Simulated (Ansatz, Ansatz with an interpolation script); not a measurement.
## From a coarse GW mesh to bands everywhere: Ta2O5 (Pm)

G0W0 gives levels on a mesh alone; what do the bands of Ta2O5 (Pm) look like between the points?

Calculated with Ansatz 0.2.0; LDA, Wannier functions and G0W0, plane waves, PAW.

### 1. The starting structure

It takes space group Pm (No. 6, monoclinic). Conventional cell: a = 6.227 Å, b = 3.875 Å, c = 7.425 Å, α = 90.00°, β = 90.00°, γ = 90.00°. Nearest to Ta lie 6 O at 1.94 to 2.03 Å. Nearest to Ta lie 5 O at 1.93 to 2.16 Å. Nearest to Ta lie 7 O at 1.94 to 2.51 Å. Nearest to O lie 2 Ta at 1.94 Å. O has 2 Ta at 1.94 Å nearest. Farther neighbours and most contacts between anions are not listed.

The cell and positions are those that the Materials Project relaxed with its own functionals (PBE, PBE+U or r2SCAN), kept fixed. Spin-orbit coupling is left out unless a step names it. The default PAW set here is soft_2. Its files were made with PBE.

### 2. LDA bands

Levels along a band path, at the cheap level, show where the edges lie and whether the meshes to come will hold them.

This step: DFT, LDA, plane waves, PAW.

input.yaml

```yaml
crystal:
  lattice:
    - [6.2273640003, 0.0, 0.0]
    - [0.0, 3.875383, 0.0]
    - [-0.0001327687, 0.0, 7.4248739991]
  atoms:
    - { symbol: Ta, position: [0.002232, 0.0, 0.000283] }
    - { symbol: Ta, position: [0.002759, 0.0, 0.50068] }
    - { symbol: Ta, position: [0.534189, 0.0, 0.250328] }
    - { symbol: Ta, position: [0.470802, 0.0, 0.750313] }
    - { symbol: O, position: [0.008574, 0.5, 0.001155] }
    - { symbol: O, position: [0.008883, 0.5, 0.499089] }
    - { symbol: O, position: [0.56989, 0.5, 0.250488] }
    - { symbol: O, position: [0.441352, 0.5, 0.750515] }
    - { symbol: O, position: [0.318765, 0.0, 0.063494] }
    - { symbol: O, position: [0.880461, 0.0, 0.250437] }
    - { symbol: O, position: [0.695155, 0.0, 0.568296] }
    - { symbol: O, position: [0.320253, 0.0, 0.438689] }
    - { symbol: O, position: [0.127957, 0.0, 0.750441] }
    - { symbol: O, position: [0.693729, 0.0, 0.933793] }
kpoints:
  mp_grid: { grid: [4, 4, 2] }
  band_path:
    path:
      - [0.0, 0.0, 0.0]
      - [0.0, 0.5, 0.0]
      - [0.0, 0.5, 0.5]
      - [0.0, 0.0, 0.5]
      - [0.0, 0.0, 0.0]
      - [-0.5, 0.0, 0.5]
      - [-0.5, 0.5, 0.5]
      - [0.0, 0.5, 0.0]
      - [-0.5, 0.5, 0.0]
      - [-0.5, 0.0, 0.0]
      - [0.0, 0.0, 0.0]
    npoints: 10
hamiltonian:
  xc: lda
scf:
  occupations: { method: fermi_dirac, width: 0.02 }
  n_extra_bands: 95
output:
  eigenvalues: true
  fatbands: true
```

On the command line:

```
$ ansatz run input.yaml --threads 16 --pin off --max-ram 64512MiB --backend cuda --events-out ev --progress --plain --runs-dir out --devices 1 --max-vram 78GiB
```

Numbers of over 12 decimals in the logs are rounded to 6 here.

Log:

```text
scf.n_extra_bands = 95 over 56 filled bands (N_el = 112.0): the run solves 151 bands
GPUs: using 1 of 1 available (devices: 1).
Engine: ansatz 0.2.0, aarch64-unknown-linux-gnu
Pseudopotentials: kind: paw
Pseudopotential: Ta, paw, valence charge 13, recommended cutoff 420 eV (normal), Ta.paw.azcp
Pseudopotential: O, paw, valence charge 6, recommended cutoff 420 eV (normal), O.paw.azcp
Functional definition: SPW92
  exchange = slater_x
  correlation = pw_c
concurrent solve slots: 9 of 16 are kept, ahead of what memory takes: no pass of the eigensolver takes more rounds on 9
[...]
Crystal: 14 atoms, lattice volume = 179.188 Å³
Basis set: ecut = 420 eV, 3509 PW (Γ)
Bands: 151, of which v1, the nominal top of the filled ones, is band 56 counted from 1 (55 counted from 0)
Symmetry: 2 space group operations
Space group: Pm (ITA 6), of the structure as read, at distance tolerance 5.6e-5 Å
k-points: 18 of 32 (time reversal used)
Non-local potential: Ta, projectors of the file, l = 0: 3, l = 1: 2, l = 2: 2, l = 3: 1
Non-local potential: O, projectors of the file, l = 0: 2, l = 1: 2, l = 2: 1
PAW form: soft (Blöchl's): semilocal exchange-correlation on the pseudo side does not see the compensation charge
PAW frozen core: Ta, regenerated for the run's functional, and the local potential with it (the file was generated under x = pbe(κ = 0.804, μ = 0.219515), c = pbe(β = 0.066725))
PAW frozen core: O, regenerated for the run's functional, and the local potential with it (the file was generated under x = pbe(κ = 0.804, μ = 0.219515), c = pbe(β = 0.066725))
PAW one-centre angular grid: Ta, 590 points (default); XC on 64 Gauss nodes
PAW one-centre angular grid: O, 110 points (default); XC on 64 Gauss nodes
Initial density: superposition of atomic densities (neutral atoms: chi_scale 0, normalization atom), corrected by the library's trained network
Initial wavefunctions: pseudopotential atomic-orbital guess
[...]
Functional: x = slater, c = lda
SCF iter   1: F=—  HF=-44297.437364 eV  |F-HF|=—  |Δ(HF+E_count)|=         —  Δρ=2.10e-2  dr2=7.60e-1  ethr=1.77e-3  ⟨swp⟩=5.7  Hψ=12982  notcnv=0  defer=718
preconditioner: auto → Resta (q_TF=auto, 2.523 Å⁻¹)  ε∞=2.0  [insulator: Δε(μ)=1.520 eV  Ē_g=25.369 eV  σ=0.020 eV  W_gap=1.00  n_scr=42 (ndim 8)  ℏωp=24.8 eV  f_vac=0.093  D(μ)=0.00/eV (n_scr^D=0)  ε∞_Penn≈2.0]
SCF iter   2: F=—  HF=-44297.315271 eV  |F-HF|=—  |Δ(HF+E_count)|=   1.22e-1  Δρ=1.19e-2  dr2=2.00e-1  ethr=6.78e-4  ⟨swp⟩=2.3  Hψ=3509  notcnv=0  defer=1597
SCF iter   3: F=—  HF=-44297.267402 eV  |F-HF|=—  |Δ(HF+E_count)|=   4.79e-2  Δρ=2.55e-3  dr2=6.85e-3  ethr=1.79e-4  ⟨swp⟩=2.1  Hψ=1861  notcnv=0  defer=1597
SCF iter   4: F=—  HF=-44297.266472 eV  |F-HF|=—  |Δ(HF+E_count)|=   9.30e-4  Δρ=1.48e-3  dr2=3.57e-3  ethr=6.12e-6  ⟨swp⟩=2.0  Hψ=2045  notcnv=0  defer=1597
SCF iter   5: F=—  HF=-44297.265905 eV  |F-HF|=—  |Δ(HF+E_count)|=   5.67e-4  Δρ=2.30e-4  dr2=9.13e-5  ethr=3.19e-6  ⟨swp⟩=2.0  Hψ=1838  notcnv=0  defer=1597
SCF iter   6: F=—  HF=-44297.265162 eV  |F-HF|=—  |Δ(HF+E_count)|=   7.43e-4  Δρ=9.57e-5  dr2=1.43e-5  ethr=8.15e-8  ⟨swp⟩=1.5  Hψ=2395  notcnv=0  defer=1597
[...]
SCF iter   8: F=—  HF=-44297.265162 eV  |F-HF|=—  |Δ(HF+E_count)|=   6.71e-7  Δρ=1.84e-5  dr2=5.87e-7  ethr=3.89e-9  ⟨swp⟩=2.0  Hψ=1713  notcnv=0  defer=1597
SCF iter   9: F=—  HF=-44297.265162 eV  |F-HF|=—  |Δ(HF+E_count)|=   1.05e-7  Δρ=8.74e-6  dr2=1.53e-7  ethr=8.93e-11  ⟨swp⟩=12.1  Hψ=16804  notcnv=0
SCF iter  10: F=-44297.265162 eV  HF=-44297.265162 eV  |F-HF|=2.60e-8  |Δ(HF+E_count)|=   1.05e-8  Δρ=4.22e-6  dr2=3.20e-8  ethr=8.93e-11  ⟨swp⟩=2.0  Hψ=3784  notcnv=0
SCF 1 converged in 10 iterations: F = -44297.265162 eV  dr2 = 3.20e-8
[...]
concurrent solve slots: 15 of 16 are kept, ahead of what memory takes: no pass of the eigensolver takes more rounds on 15
[...]
NSCF: frozen V_eff on 101 k-points
SCF converged after 10 iterations
Free energy (F): -44297.265162 eV
Harris-Foulkes:  -44297.265162 eV  (|F-HF|=2.60e-8)
Internal energy: -44297.265162 eV  (E = F + TS)
E sigma→0 (E₀):  -44297.265162 eV
Fermi energy:    8.844405 eV
--- Per-component energies (eV) ---
  E_band       = -1006.204491
  E_kinetic    = 3178.499970
  E_local      = -7460.103828  (includes V_loc(G=0)·N_el)
  E_nonlocal   = 577.143385
  E_hartree    = 2635.465034
  E_xc         = -1580.420882
  E_vxc        = -1733.113623  (∫ρ·V_xc dr)
  E_paw        = -34066.435350  (= ΣΔE_a)
  E_vpaw       = -839.585844  (= ΣTr[D̂ρ^β])
  E_aug_tail   = 0.025116  (compensation charges beyond the density's cutoff)
  E_ewald      = -7583.443433
  E_core_change = 2.004826  (= ΣΔE_core)
  E_smearing   = -0.000000  (= −TS)
  E_closure    = -0.000000  (closes the sum)
  Σ components = -44297.265162   (vs F -44297.265162, Δ=0.00e0)
--- Band table (eV; the first three rows and the last of 18) ---
  k-point 0: bands = [... 52 lower, 7.0876, 7.1303, 7.1573, 7.2348, 9.7794, 10.3964, 10.6271, 10.9954, ... 3 higher]
  k-point 1: bands = [... 52 lower, 6.9550, 6.9938, 7.0678, 7.0898, 10.1792, 10.1880, 11.0919, 11.1179, ... 3 higher]
  k-point 2: bands = [... 52 lower, 7.0130, 7.2694, 7.3267, 7.4345, 11.0089, 11.1067, 11.4446, 11.4466, ... 3 higher]
  k-point 17: bands = [... 52 lower, 7.2068, 7.2096, 7.5984, 7.6138, 10.9901, 11.1187, 12.5701, 12.6556, ... 3 higher]
```

The job ended after 5.2 s (1 × NVIDIA GB200 (shared by 2 runs) with 16 threads of Arm Neoverse V2, shared host; peak memory 1.3 GiB).

Numbers from this step:

- filled bands: 56
- gap: 1.871 eV
- valence top at: Z
- conduction bottom at: Γ
- least direct gap: 2.545 eV

The gap is indirect, with the least direct gap 0.67 eV higher.

### 3. Wannier functions (O:2p Ta:5d) on 8×8×4

Localised functions give a small Hamiltonian that interpolates between mesh points at no cost.

This step: maximally localised Wannier functions, LDA, plane waves, PAW.

input.yaml, the sections that differ from step 2:

```yaml
kpoints:
  mp_grid: { grid: [4, 4, 2] }
scf:
  occupations: { method: fixed }
  n_extra_bands: 95
output:
  wannier:
    kmesh: [8, 8, 4]
    projections: [{ species: O, l: p, shell: 2 }, { species: Ta, l: d, shell: 5 }]
    minimise: true
    write_hr: true
    seedname: w
    conv_tol: 1.0e-06
    max_iter: 20000
    stability_check: false
    disentanglement:
      window: [1.12, 19.71]
      frozen_window: [1.12, 13.58]
      conv_tol: 1.0e-08
# crystal, hamiltonian: as in step 2
```

Log:

```text
[...]
GPUs: using 1 of 1 available (devices: 1).
[...]
Crystal: 14 atoms, lattice volume = 179.188 Å³
Basis set: ecut = 420 eV, 3509 PW (Γ)
Bands: 151, of which v1, the nominal top of the filled ones, is band 56 counted from 1 (55 counted from 0)
Symmetry: 2 space group operations
[...]
k-points: 18 of 32 (time reversal used)
[...]
SCF iter   1: F=—  HF=-44297.437408 eV  |F-HF|=—  |Δ(HF+E_count)|=         —  Δρ=2.10e-2  dr2=7.58e-1  ethr=1.77e-3  ⟨swp⟩=4.0  Hψ=9462  notcnv=0  defer=1624
[...]
SCF iter   6: F=—  HF=-44297.265161 eV  |F-HF|=—  |Δ(HF+E_count)|=   7.46e-4  Δρ=9.51e-5  dr2=1.41e-5  ethr=7.94e-8  ⟨swp⟩=1.1  Hψ=2679  notcnv=0  defer=1598
[...]
SCF iter   8: F=—  HF=-44297.265162 eV  |F-HF|=—  |Δ(HF+E_count)|=   6.31e-7  Δρ=1.83e-5  dr2=5.70e-7  ethr=3.75e-9  ⟨swp⟩=2.0  Hψ=1716  notcnv=0  defer=1598
[...]
SCF iter  10: F=-44297.265162 eV  HF=-44297.265162 eV  |F-HF|=2.50e-8  |Δ(HF+E_count)|=   1.30e-8  Δρ=4.17e-6  dr2=3.10e-8  ethr=8.93e-11  ⟨swp⟩=2.0  Hψ=3788  notcnv=0
SCF 1 converged in 10 iterations: F = -44297.265162 eV  dr2 = 3.10e-8
[...]
NSCF: frozen V_eff on 18 k-points
[...]
SCF converged after 10 iterations
[...]
Wannier search: line search 300 of at most 20000: gauge-dependent spread (as the search counts it) 3.7858896 Å², largest recent change 5.4e-4 Å² against conv_tol 1.0e-6 Å², 0 stops escaped
[...]
```

Run time: 36 s. Hardware: 1 × NVIDIA GB200 (shared by 2 runs) with 16 threads; peak memory 2 GiB.

Numbers from this step:

```yaml
gauge_invariant_spread: 56.72 Å²
diagonal_spread: 0.2763 Å²
off_diagonal_spread: 3.223 Å²
total_spread: 60.22 Å²
least_projectability: 6.44e-5
localisation_steps: 3008
disentanglement_steps: 586
r_m_s_interpolation_error: 3.02e-4 eV
r_m_s_error_near_the_gap: 2.37e-4 eV
```

Near the gap the model misses directly solved bands by 0.2 meV r.m.s. and by 8 meV at most in the window tested. This tests the starting bands, not the corrections carried with them.

Wannier functions, by row, the first 40 of 50 rows:

| function | x (Å) | y (Å) | z (Å) | spread (Å²) | nearest atom | distance (Å) |
| --- | --- | --- | --- | --- | --- | --- |
| 1 | 0.052 | 1.938 | 0.015 | 0.734 | O5 | 0.006 |
| 2 | 0.055 | 1.938 | 0.008 | 0.734 | O5 | 0.002 |
| 3 | 0.035 | 1.938 | -0.051 | 1.581 | O5 | 0.062 |
| 4 | 0.054 | 1.938 | 3.713 | 0.732 | O6 | 0.007 |
| 5 | 0.052 | 1.938 | 3.707 | 0.729 | O6 | 0.003 |
| 6 | 0.079 | 1.938 | 3.643 | 1.524 | O6 | 0.067 |
| 7 | 3.539 | 1.938 | 1.86 | 0.699 | O7 | 0.01 |
| 8 | 3.553 | 1.938 | 1.86 | 0.717 | O7 | 0.004 |
| 9 | 3.559 | 1.938 | 1.86 | 1.109 | O7 | 0.01 |
| 10 | 2.758 | 1.938 | 5.572 | 0.702 | O8 | 0.009 |
| 11 | 2.748 | 1.938 | 5.573 | 0.716 | O8 | 0.001 |
| 12 | 2.735 | 1.938 | 5.573 | 1.116 | O8 | 0.013 |
| 13 | 1.996 | 0 | 0.466 | 0.778 | O9 | 0.013 |
| 14 | 1.992 | 0 | 0.485 | 0.879 | O9 | 0.015 |
| 15 | 1.987 | 0 | 0.472 | 0.728 | O9 | 0.002 |
| 16 | 5.515 | 0 | 1.825 | 1.084 | O10 | 0.047 |
| 17 | 5.465 | 0 | 1.861 | 0.782 | O10 | 0.018 |
| 18 | 5.481 | 0 | 1.86 | 0.715 | O10 | 0.001 |
| 19 | 4.321 | 0 | 4.214 | 0.77 | O11 | 0.01 |
| 20 | 4.333 | 0 | 4.233 | 0.889 | O11 | 0.014 |
| 21 | 4.327 | 0 | 4.22 | 0.727 | O11 | 0.002 |
| 22 | 2.001 | 0 | 3.26 | 0.769 | O12 | 0.008 |
| 23 | 2.014 | 0 | 3.241 | 0.895 | O12 | 0.026 |
| 24 | 1.996 | 0 | 3.257 | 0.728 | O12 | 0.002 |
| 25 | 0.766 | 0 | 5.535 | 1.097 | O13 | 0.048 |
| 26 | 0.81 | 0 | 5.573 | 0.786 | O13 | 0.014 |
| 27 | 0.799 | 0 | 5.572 | 0.715 | O13 | 0.002 |
| 28 | 4.316 | 0 | 6.935 | 0.768 | O14 | 0.004 |
| 29 | 4.307 | 0 | 6.919 | 0.909 | O14 | 0.019 |
| 30 | 4.318 | 0 | 6.932 | 0.729 | O14 | 0.002 |
| 31 | 0.022 | 0 | -0.009 | 1.534 | Ta1 | 0.013 |
| 32 | 0.039 | 0 | 0.044 | 1.478 | Ta1 | 0.049 |
| 33 | 0.012 | 0 | 0.004 | 1.303 | Ta1 | 0.003 |
| 34 | -0.079 | 0 | -0.393 | 4.4 | Ta1 | 0.406 |
| 35 | 0.008 | 0 | 0.003 | 1.309 | Ta1 | 0.006 |
| 36 | 0.028 | 0 | 3.734 | 1.493 | Ta2 | 0.019 |
| 37 | 0.003 | 0 | 3.722 | 1.575 | Ta2 | 0.014 |
| 38 | 0.016 | 0 | 3.727 | 1.303 | Ta2 | 0.009 |
| 39 | 0.246 | 0 | 3.214 | 4.321 | Ta2 | 0.553 |
| 40 | 0.009 | 0 | 3.716 | 1.307 | Ta2 | 0.008 |

Frozen up to 5.67 eV; above it the model need not follow the bands. The electronic bands at the labelled points (eV, zero at the valence-band top):

| point | band 53 | band 54 | band 55 | band 56 | band 57 | band 58 | band 59 | band 60 |
| --- | --- | --- | --- | --- | --- | --- | --- | --- |
| Γ | -0.82 | -0.78 | -0.75 | -0.67 | 1.87 | 2.49 | 2.72 | 3.09 |
| halfway | -0.90 | -0.64 | -0.58 | -0.47 | 3.10 | 3.20 | 3.54 | 3.54 |
| Z | -0.76 | -0.48 | -0.39 | 0.00 | 3.13 | 3.26 | 3.59 | 5.08 |
| halfway | -0.80 | -0.52 | -0.35 | -0.06 | 3.29 | 3.42 | 3.74 | 4.76 |
| D | -0.64 | -0.62 | -0.23 | -0.21 | 3.50 | 3.58 | 4.12 | 4.12 |
| halfway | -0.72 | -0.72 | -0.56 | -0.56 | 3.39 | 3.41 | 3.76 | 3.79 |
| B | -0.95 | -0.91 | -0.84 | -0.82 | 2.27 | 2.28 | 3.18 | 3.21 |
| halfway | -0.86 | -0.85 | -0.81 | -0.79 | 1.99 | 2.57 | 2.72 | 3.25 |
| Γ | -0.82 | -0.78 | -0.75 | -0.67 | 1.87 | 2.49 | 2.72 | 3.09 |
| halfway | -0.92 | -0.89 | -0.86 | -0.77 | 2.11 | 2.45 | 2.55 | 2.98 |
| A | -1.02 | -1.02 | -0.80 | -0.79 | 2.15 | 2.19 | 3.03 | 3.11 |
| halfway | -0.79 | -0.78 | -0.65 | -0.64 | 3.04 | 3.16 | 3.70 | 3.72 |
| E | -0.70 | -0.70 | -0.31 | -0.29 | 3.08 | 3.21 | 4.66 | 4.75 |
| halfway | -0.94 | -0.37 | -0.33 | -0.15 | 3.04 | 3.29 | 4.03 | 4.94 |
| Z | -0.76 | -0.48 | -0.39 | 0.00 | 3.13 | 3.26 | 3.59 | 5.08 |
| halfway | -1.13 | -0.37 | -0.30 | -0.07 | 2.79 | 3.25 | 3.91 | 5.06 |
| C2 | -0.72 | -0.60 | -0.26 | -0.11 | 2.61 | 3.29 | 3.82 | 5.01 |
| halfway | -0.82 | -0.68 | -0.67 | -0.58 | 2.57 | 3.25 | 3.62 | 3.70 |
| Y2 | -0.93 | -0.88 | -0.83 | -0.73 | 2.18 | 2.30 | 2.32 | 2.54 |
| halfway | -0.89 | -0.87 | -0.79 | -0.72 | 2.00 | 2.36 | 2.54 | 2.71 |
| Γ | -0.82 | -0.78 | -0.75 | -0.67 | 1.87 | 2.49 | 2.72 | 3.09 |

The same for Kohn-Sham, solved directly:

| point | band 53 | band 54 | band 55 | band 56 | band 57 | band 58 | band 59 | band 60 |
| --- | --- | --- | --- | --- | --- | --- | --- | --- |
| Γ | -0.82 | -0.78 | -0.75 | -0.67 | 1.87 | 2.49 | 2.72 | 3.09 |
| Z | -0.76 | -0.48 | -0.39 | 0.00 | 3.13 | 3.26 | 3.59 | 5.08 |
| D | -0.64 | -0.62 | -0.23 | -0.21 | 3.50 | 3.58 | 4.12 | 4.12 |
| B | -0.95 | -0.91 | -0.84 | -0.82 | 2.27 | 2.28 | 3.18 | 3.21 |
| Γ | -0.82 | -0.78 | -0.75 | -0.67 | 1.87 | 2.49 | 2.72 | 3.09 |
| A | -1.02 | -1.02 | -0.80 | -0.79 | 2.15 | 2.19 | 3.03 | 3.11 |
| E | -0.70 | -0.70 | -0.31 | -0.29 | 3.08 | 3.21 | 4.66 | 4.75 |
| Z | -0.76 | -0.48 | -0.39 | 0.00 | 3.13 | 3.26 | 3.59 | 5.08 |
| C2 | -0.72 | -0.60 | -0.26 | -0.11 | 2.61 | 3.29 | 3.82 | 5.01 |
| Y2 | -0.93 | -0.88 | -0.83 | -0.73 | 2.18 | 2.30 | 2.32 | 2.54 |
| Γ | -0.82 | -0.78 | -0.75 | -0.67 | 1.87 | 2.49 | 2.72 | 3.09 |

### 4. G0W0 at every point of the mesh: 4×4×2 mesh, 1327 empty bands, screening to 220 eV

G0W0 replaces the xc potential by the self-energy, built once from these orbitals. Only a window of levels is corrected, while the sums run over the empty bands that the input names.

This step: G0W0 on LDA, plane waves, PAW.

input.yaml, as its differences from that of step 3:

```diff
@@ -26,16 +26,6 @@
   occupations: { method: fixed }
-  n_extra_bands: 95
-output:
-  wannier:
-    kmesh: [8, 8, 4]
-    projections: [{ species: O, l: p, shell: 2 }, { species: Ta, l: d, shell: 5 }]
-    minimise: true
-    write_hr: true
-    seedname: w
-    conv_tol: 1.0e-06
-    max_iter: 20000
-    stability_check: false
-    disentanglement:
-      window: [1.12, 19.71]
-      frozen_window: [1.12, 13.58]
-      conv_tol: 1.0e-08
+gw:
+  n_empty_bands: 1327
+  ecut_chi: 220.0
+  qp_bands: [v30, c14]
+  screening: { model: contour_deformation }
```

Log:

```text
GPUs: using 1 of 1 available (devices: 1).
[...]
Crystal: 14 atoms, lattice volume = 179.188 Å³
Basis set: ecut = 420 eV, 3509 PW (Γ)
Bands: 70, of which v1, the nominal top of the filled ones, is band 56 counted from 1 (55 counted from 0)
Symmetry: 2 space group operations
[...]
k-points: 18 of 32 (time reversal used)
[...]
SCF iter   1: F=—  HF=-44297.439529 eV  |F-HF|=—  |Δ(HF+E_count)|=         —  Δρ=2.10e-2  dr2=7.61e-1  ethr=1.77e-3  ⟨swp⟩=4.4  Hψ=4310  notcnv=0  defer=211
[...]
SCF iter   9: F=-44297.265162 eV  HF=-44297.265162 eV  |F-HF|=4.75e-8  |Δ(HF+E_count)|=   6.30e-8  Δρ=6.37e-6  dr2=8.73e-8  ethr=8.93e-11  ⟨swp⟩=10.4  Hψ=4445  notcnv=0
SCF 1 converged in 9 iterations: F = -44297.265162 eV  dr2 = 8.73e-8
[...]
SCF converged after 9 iterations
[...]
16    58     11.1969   -14.6600    -5.2268   -20.8744  0.7668    12.2013    12.1844  root
    16    59     11.7294   -13.4309    -5.5993   -20.0547  0.7667    12.7742    12.7539  root
    16    60     12.9149   -15.5570    -5.2861   -21.8137  0.7358    13.9081    13.8856  root
    16    61     13.1073   -14.7013    -5.6708   -21.3198  0.7466    14.0763    14.0550  root
    16    62     13.1199   -15.6019    -5.4809   -22.0421  0.7244    14.1035    14.0792  root
    16    63     13.1738   -14.5079    -5.8634   -21.3687  0.7573    14.1943    14.1712  root
    16    64     13.2402   -15.4308    -5.6833   -22.0790  0.7208    14.2306    14.2051  root
    16    65     13.3273   -15.6706    -5.4883   -22.1199  0.7264    14.3131    14.2883  root
    16    66     13.3774   -15.3066    -5.6801   -21.9648  0.7296    14.3814    14.3555  root
    16    67     13.8307   -14.6843    -5.8614   -21.4858  0.7220    14.7977    14.7707  root
    16    68     14.2341   -15.3840    -6.0909   -22.4208  0.7092    15.2083    15.1800  root
    16    69     14.2559   -15.5818    -6.2701   -22.7886  0.6990    15.2259    15.1926  root
    16    70     14.8990   -15.6072    -5.7653   -22.4038  0.7384    15.9553    15.9303  root
    17    27      2.0705   -26.3194     5.4838   -20.3212  0.6611     1.5527     1.5562  root
[...]
17    66     13.6771   -15.3496    -5.7410   -22.0480  0.7229    14.6613    14.6345  root
    17    67     13.7280   -14.6353    -5.4534   -21.0820  0.7623    14.7412    14.7213  root
    17    68     13.7338   -15.4230    -5.7897   -22.1710  0.7210    14.7198    14.6921  root
    17    69     14.0922   -15.2413    -6.1589   -22.3400  0.7081    15.0630    15.0320  root
    17    70     14.1051   -15.2423    -6.1473   -22.3323  0.7089    15.0788    15.0478  root
```

Wall time 5.5 min (1 × NVIDIA GB200 (shared by 2 runs) with 16 threads); peak memory 5 GiB; 11 min of CPU time.

This step gave:

```
bands summed                                 : 1383
RPA ε∞ on this mesh (eigenvalues)            : 5.070, 5.495, 7.671
plane waves in the screening matrix          : 1327
q-points in the mesh                         : 32
G0W0 gap on the mesh                         : 3.271 eV
k of the valence top                         : 0, -0.5, 0
k of the conduction bottom                   : 0, 0, 0
starting gap on the mesh                     : 1.871 eV
Z at the valence top                         : 0.7214
Z at the conduction bottom                   : 0.7915
least direct G0W0 gap on the computed points : 3.957 eV
```

The gap on the mesh goes from 1.87 eV to 3.27 eV, a correction of +1.40 eV. Between the two edge states, bare exchange in place of the xc potential would open the gap by 10.70 eV, and correlation takes back 9.30 eV.

[end of part 1 of 2]

[Paths, hosts, dates, memory and timing lines, banners, echoed tables and standing remarks are left out of the program output.]

[Logs are printed without paths, hosts, clocks, repeated set-up lines and the standing remarks that a program may print on its own settings, such as how far it seeks lower states.]

[Runs of the session that timed out or met a known fault of the program may be left out.]

[Hosts, paths, dates, database ids (printed as entryN), source tags and the programs' standing remarks are cut or masked in the printed files.]
